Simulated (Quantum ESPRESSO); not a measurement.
# CaO (Lime): optical spectrum from first principles

Wanted: where CaO (Lime) starts to absorb, how strongly, and its refractive index.

Method: DFT, PBE, plane waves with norm-conserving potentials (PseudoDojo), scalar-relativistic, independent-particle optical response without local fields and without the non-local commutator, in Quantum ESPRESSO 7.5.

### Step 1. The structure

The structure is cubic, space group Fm-3m (No. 225). The conventional cell has a = 4.813 Å, b = 4.813 Å, c = 4.813 Å, α = 90.00°, β = 90.00°, γ = 90.00°. Nearest to Ca lie 6 O at 2.41 Å. O has 6 Ca at 2.41 Å nearest. Farther neighbours and most contacts between anions are not listed.

### Step 2. Ground state

First the ground state: is it a metal or has it a gap?

This step: DFT, PBE, plane waves with norm-conserving potentials (PseudoDojo), scalar-relativistic, ground state (Quantum ESPRESSO 7.5).

Contents of scf.in:

```
&control
  calculation = 'scf'
  prefix = 'x'
  outdir = './tmp'
  pseudo_dir = './'
  verbosity = 'high'
/
&system
  ibrav = 0
  nat = 2
  ntyp = 2
  ecutwfc = 90
  occupations = 'smearing'
  smearing = 'fd'
  degauss = 0.003675
  nbnd = 12
/
&electrons
  conv_thr = 1e-09
  electron_maxstep = 100
/
ATOMIC_SPECIES
  Ca 1.0 Ca.upf
  O 1.0 O.upf
CELL_PARAMETERS angstrom
  0.000000000000 2.406500000000 2.406500000000
  2.406500000000 0.000000000000 2.406500000000
  2.406500000000 2.406500000000 0.000000000000
ATOMIC_POSITIONS crystal
  Ca 0.000000000000 0.000000000000 0.000000000000
  O 0.500000000000 0.500000000000 0.500000000000
K_POINTS automatic
  8 8 8 0 0 0
```

On the command line:

```sh
> mpirun -n 4 pw.x -nk 4 -in scf.in
```

Output:

```text
for quantum simulation of materials; please cite

     using ibrav=0 with symmetry is DISCOURAGED, use correct ibrav instead

     G-vector sticks info
     --------------------
     sticks:   dense  smooth     PW     G-vecs:    dense   smooth      PW
     Sum        1027    1027    313                21595    21595    3527

     Using Slab Decomposition

     bravais-lattice index     =            0
     lattice parameter (alat)  =       6.4313  a.u.
     unit-cell volume          =     188.0980 (a.u.)^3
     number of atoms/cell      =            2
     number of atomic types    =            2
     number of electrons       =        16.00
     number of Kohn-Sham states=           12
     kinetic-energy cutoff     =      90.0000  Ry
     charge density cutoff     =     360.0000  Ry
     scf convergence threshold =      1.0E-09
     mixing beta               =       0.7000
     number of iterations used =            8  plain     mixing
     Exchange-correlation= PBE
                           (   1   4   3   4   0   0   0)

     celldm(1)=   6.431314  celldm(2)=   0.000000  celldm(3)=   0.000000
     celldm(4)=   0.000000  celldm(5)=   0.000000  celldm(6)=   0.000000

     crystal axes: (cart. coord. in units of alat)
               a(1) = (   0.000000   0.707107   0.707107 )
               a(2) = (   0.707107   0.000000   0.707107 )
               a(3) = (   0.707107   0.707107   0.000000 )

     reciprocal axes: (cart. coord. in units 2 pi/alat)
               b(1) = ( -0.707107  0.707107  0.707107 )
               b(2) = (  0.707107 -0.707107  0.707107 )
               b(3) = (  0.707107  0.707107 -0.707107 )

     ./Ca.upf
     Pseudo is Norm-conserving + core correction, Zval = 10.0
     Generated using ONCVPSP code by D. R. Hamann
     Using radial grid of 1766 points,  6 beta functions with:
                l(1) =   0
                l(2) =   0
                l(3) =   1
                l(4) =   1
                l(5) =   2
                l(6) =   2

     ./O.upf
     Pseudo is Norm-conserving + core correction, Zval =  6.0
     Generated using ONCVPSP code by D. R. Hamann
     Using radial grid of  936 points,  5 beta functions with:
                l(1) =   0
                l(2) =   0
                l(3) =   1
                l(4) =   1
                l(5) =   2

     atomic species   valence    mass     pseudopotential
     Ca               10.00     1.00000     Ca( 1.00)
     O                 6.00     1.00000     O ( 1.00)

     48 Sym. Ops., with inversion, found

                                    s                        frac. trans.

     [... symmetry matrices left out ...]
   Cartesian axes

     site n.     atom                  positions (alat units)
         1        Ca     tau(   1) = (   0.0000000   0.0000000   0.0000000  )
         2        O      tau(   2) = (   0.7071068   0.7071068   0.7071068  )

   Crystallographic axes

     site n.     atom                  positions (cryst. coord.)
         1        Ca     tau(   1) = (  0.0000000  0.0000000  0.0000000  )
         2        O      tau(   2) = (  0.5000000  0.5000000  0.5000000  )

     number of k points=    29  Fermi-Dirac smearing, width (Ry)=  0.0037
                       cart. coord. in units 2pi/alat
        k(    1) = (   0.0000000   0.0000000   0.0000000), wk =   0.0039062
        k(    2) = (   0.0883883   0.0883883  -0.0883883), wk =   0.0312500
        k(    3) = (   0.1767767   0.1767767  -0.1767767), wk =   0.0312500
        k(    4) = (   0.2651650   0.2651650  -0.2651650), wk =   0.0312500
        k(    5) = (  -0.3535534  -0.3535534   0.3535534), wk =   0.0156250
        k(    6) = (   0.1767767   0.0000000   0.0000000), wk =   0.0234375
        k(    7) = (   0.2651650   0.0883883  -0.0883883), wk =   0.0937500
        k(    8) = (   0.3535534   0.1767767  -0.1767767), wk =   0.0937500
        k(    9) = (  -0.2651650  -0.4419417   0.4419417), wk =   0.0937500
        k(   10) = (  -0.1767767  -0.3535534   0.3535534), wk =   0.0937500
        k(   11) = (  -0.0883883  -0.2651650   0.2651650), wk =   0.0937500
        k(   12) = (   0.0000000  -0.1767767   0.1767767), wk =   0.0468750
        k(   13) = (   0.3535534   0.0000000   0.0000000), wk =   0.0234375
        k(   14) = (   0.4419417   0.0883883  -0.0883883), wk =   0.0937500
        k(   15) = (  -0.1767767  -0.5303301   0.5303301), wk =   0.0937500
        k(   16) = (  -0.0883883  -0.4419417   0.4419417), wk =   0.0937500
[...]
cryst. coord.
[...]
k(   22) = (   0.1250000   0.2500000   0.3750000), wk =   0.0937500
        k(   23) = (   0.1250000   0.2500000  -0.5000000), wk =   0.1875000
        k(   24) = (   0.1250000   0.2500000  -0.3750000), wk =   0.0937500
        k(   25) = (   0.1250000   0.3750000  -0.5000000), wk =   0.0937500
        k(   26) = (   0.1250000   0.3750000  -0.3750000), wk =   0.1875000
        k(   27) = (   0.1250000   0.3750000  -0.2500000), wk =   0.0937500
        k(   28) = (   0.1250000  -0.5000000  -0.3750000), wk =   0.0468750
        k(   29) = (   0.2500000  -0.5000000  -0.2500000), wk =   0.0234375

     Dense  grid:    21595 G-vectors     FFT dimensions: (  40,  40,  40)

     Initial potential from superposition of free atoms

     starting charge      15.9951, renormalised to      16.0000
     Starting wfcs are    9 randomized atomic wfcs +    3 random wfcs

     Self-consistent Calculation

     iteration #  1     ecut=    90.00 Ry     beta= 0.70
     Davidson diagonalization with overlap

            52 MiB given to the printing process from OS
            20 MiB allocation reported by mallinfo(arena+hblkhd)
------------------
     ethr =  1.00E-02,  avg # of iterations =  7.2

     total energy              =    -110.53283603 Ry
     estimated scf accuracy    <       0.48436568 Ry

     iteration #  2     ecut=    90.00 Ry     beta= 0.70
     Davidson diagonalization with overlap

            62 MiB given to the printing process from OS
            27 MiB allocation reported by mallinfo(arena+hblkhd)
------------------
     ethr =  3.03E-03,  avg # of iterations =  3.1

     total energy              =    -110.51743201 Ry
     estimated scf accuracy    <       1.28176991 Ry

     iteration #  3     ecut=    90.00 Ry     beta= 0.70
     Davidson diagonalization with overlap

            63 MiB given to the printing process from OS
            27 MiB allocation reported by mallinfo(arena+hblkhd)
------------------
     ethr =  3.03E-03,  avg # of iterations =  2.2

     total energy              =    -110.77277697 Ry
     estimated scf accuracy    <       0.00979155 Ry

     iteration #  4     ecut=    90.00 Ry     beta= 0.70
     Davidson diagonalization with overlap

            64 MiB given to the printing process from OS
            28 MiB allocation reported by mallinfo(arena+hblkhd)
------------------
     ethr =  6.12E-05,  avg # of iterations =  5.7

     total energy              =    -110.77409771 Ry
     estimated scf accuracy    <       0.00185961 Ry

     iteration #  5     ecut=    90.00 Ry     beta= 0.70
     Davidson diagonalization with overlap

            64 MiB given to the printing process from OS
            29 MiB allocation reported by mallinfo(arena+hblkhd)
------------------
     ethr =  1.16E-05,  avg # of iterations =  3.1

     total energy              =    -110.77445796 Ry
     estimated scf accuracy    <       0.00001955 Ry

     iteration #  6     ecut=    90.00 Ry     beta= 0.70
     Davidson diagonalization with overlap

            65 MiB given to the printing process from OS
            29 MiB allocation reported by mallinfo(arena+hblkhd)
------------------
     ethr =  1.22E-07,  avg # of iterations =  4.8

     total energy              =    -110.77447612 Ry
     estimated scf accuracy    <       0.00000062 Ry

     iteration #  7     ecut=    90.00 Ry     beta= 0.70
     Davidson diagonalization with overlap

            66 MiB given to the printing process from OS
            30 MiB allocation reported by mallinfo(arena+hblkhd)
------------------
     ethr =  3.90E-09,  avg # of iterations =  3.4

     total energy              =    -110.77447618 Ry
     estimated scf accuracy    <       0.00000028 Ry

     iteration #  8     ecut=    90.00 Ry     beta= 0.70
     Davidson diagonalization with overlap

            66 MiB given to the printing process from OS
            31 MiB allocation reported by mallinfo(arena+hblkhd)
------------------
     ethr =  1.76E-09,  avg # of iterations =  2.1

     total energy              =    -110.77447627 Ry
     estimated scf accuracy    <       0.00000003 Ry

     iteration #  9     ecut=    90.00 Ry     beta= 0.70
     Davidson diagonalization with overlap

            67 MiB given to the printing process from OS
            31 MiB allocation reported by mallinfo(arena+hblkhd)
------------------
     ethr =  2.18E-10,  avg # of iterations =  1.9

     total energy              =    -110.77447627 Ry
     estimated scf accuracy    <          9.1E-09 Ry

     iteration # 10     ecut=    90.00 Ry     beta= 0.70
     Davidson diagonalization with overlap

            68 MiB given to the printing process from OS
            32 MiB allocation reported by mallinfo(arena+hblkhd)
------------------
     ethr =  5.68E-11,  avg # of iterations =  2.4

     End of self-consistent calculation

          k = 0.0000 0.0000 0.0000 (  2733 PWs)   bands (ev):

   -29.9285 -10.6889 -10.6889 -10.6889  -7.7171   7.7454   7.7454   7.7454
    12.4602  13.9727  13.9727  13.9727

     occupation numbers
     1.0000   1.0000   1.0000   1.0000   1.0000   1.0000   1.0000   1.0000
     0.0000   0.0000   0.0000   0.0000

          k = 0.0884 0.0884-0.0884 (  2710 PWs)   bands (ev):

   -29.9140 -10.8909 -10.6967 -10.6967  -7.5049   7.2184   7.5394   7.5394
    13.1385  13.9317  14.2334  14.2334

     occupation numbers
     1.0000   1.0000   1.0000   1.0000   1.0000   1.0000   1.0000   1.0000
     0.0000   0.0000   0.0000   0.0000

          k = 0.1768 0.1768-0.1768 (  2710 PWs)   bands (ev):

   -29.8788 -11.2994 -10.7155 -10.7155  -7.0698   6.2305   7.0975   7.0975
    13.9975  14.5875  14.9173  14.9173

     occupation numbers
     1.0000   1.0000   1.0000   1.0000   1.0000   1.0000   1.0000   1.0000
     0.0000   0.0000   0.0000   0.0000

          k = 0.2652 0.2652-0.2652 (  2713 PWs)   bands (ev):

   -29.8433 -11.6408 -10.7341 -10.7341  -6.6987   5.4353   6.7128   6.7128
    14.4446  15.7075  15.7075  15.8128

     occupation numbers
     1.0000   1.0000   1.0000   1.0000   1.0000   1.0000   1.0000   1.0000
     0.0000   0.0000   0.0000   0.0000

     [... further k points left out ...]

     the Fermi energy is     9.0680 ev

!    total energy              =    -110.77447627 Ry
     estimated scf accuracy    <          5.3E-10 Ry
     smearing contrib. (-TS)   =      -0.00000000 Ry
     internal energy E=F+TS    =    -110.77447627 Ry

     The total energy is F=E-TS. E is the sum of the following terms:
     one-electron contribution =     -25.34042655 Ry
     hartree contribution      =      20.74118155 Ry
     xc contribution           =     -23.24083849 Ry
     ewald contribution        =     -82.93439277 Ry

     convergence has been achieved in  10 iterations

     XML data file, charge density, pseudopotentials, collected wavefunctions

                                        0.00s GPU  (     366 calls)

=------------------------------------------------------------------------------=
   JOB DONE.
=------------------------------------------------------------------------------=
```

Wall time 4.5 s (4 MPI ranks of Arm Neoverse V2, shared host); peak memory 0.07 GiB.

Read-outs, printed or worked out from the files:

```
total energy           : -110.8 Ry
gap on the k-mesh      : 3.662 eV
direct gap on the mesh : 4.036 eV
```

There is a gap, 3.66 eV on this mesh (points off the mesh can give less), so no carriers' term is needed.

(Continued in part 2 of 3.)

[Machine, clock, banner and «Message from routine» lines are left out of the logs.]

[Logs are printed without paths, hosts, clocks, repeated set-up lines and the standing remarks that a program may print on its own settings, such as how far it seeks lower states.]

[Hosts, paths, dates, database ids (printed as entryN), source tags and the programs' standing remarks are cut or masked in the printed files.]
